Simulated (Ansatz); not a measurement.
The compound is Rb2NbF6 (started from the K2PtCl6 type) (Fm-3m).

The structure was built from a prototype and need not be the compound's stable phase.

```yaml
crystal:
  lattice:
    - [4.18966, 0.00000, 4.18966]
    - [4.18966, 4.18966, 0.00000]
    - [0.00000, 4.18966, 4.18966]
  atoms:
    - { symbol: Rb, position: [0.25000, 0.25000, 0.25000] }
    - { symbol: Rb, position: [0.75000, 0.75000, 0.75000] }
    - { symbol: Nb, position: [0.00000, 0.00000, 0.00000] }
    - { symbol: F, position: [0.23373, 0.23373, 0.76627] }
    - { symbol: F, position: [0.76627, 0.76627, 0.23373] }
    - { symbol: F, position: [0.23373, 0.76627, 0.23373] }
    - { symbol: F, position: [0.76627, 0.23373, 0.76627] }
    - { symbol: F, position: [0.76627, 0.23373, 0.23373] }
    - { symbol: F, position: [0.23373, 0.76627, 0.76627] }
```

The structure was relaxed with LDA. The structure type comes from a generator and need not be one that this composition takes. The structure was generated from a model, not taken from a measurement. The runs that relaxed it are not among those shown. The program's search for lower electronic states was switched off, so nothing shows that the state found is the lowest. PAW set soft_2, made with PBE.

A constrained-RPA run (Ansatz 0.2.0; non-magnetic LDA; Nb t2g, bands v1 to c2, 4×4×4 mesh, medium accuracy) builds 3 functions on bands 0.22 eV wide, with 1.0 electrons in the window. The bare on-site interaction is 12.3 eV and the bare J 0.46 eV.

What U and J survive the screening?

On the Nb t2g shell, U = 5.55 eV (45 % of the bare value), U′ = 4.83 eV, J = 0.34 eV.

The parent state is non-magnetic and the interaction static (zero frequency); U depends on the window and the orbitals, so it belongs to this model alone.

[Paths, hosts, dates, memory and timing lines, banners, echoed tables and standing remarks are left out of the program output.]

[Logs are printed without paths, hosts, clocks, repeated set-up lines and the standing remarks that a program may print on its own settings, such as how far it seeks lower states.]

[Runs of the session that timed out or met a known fault of the program may be left out.]

[Hosts, paths, dates, database ids (printed as entryN), source tags and the programs' standing remarks are cut or masked in the printed files.]
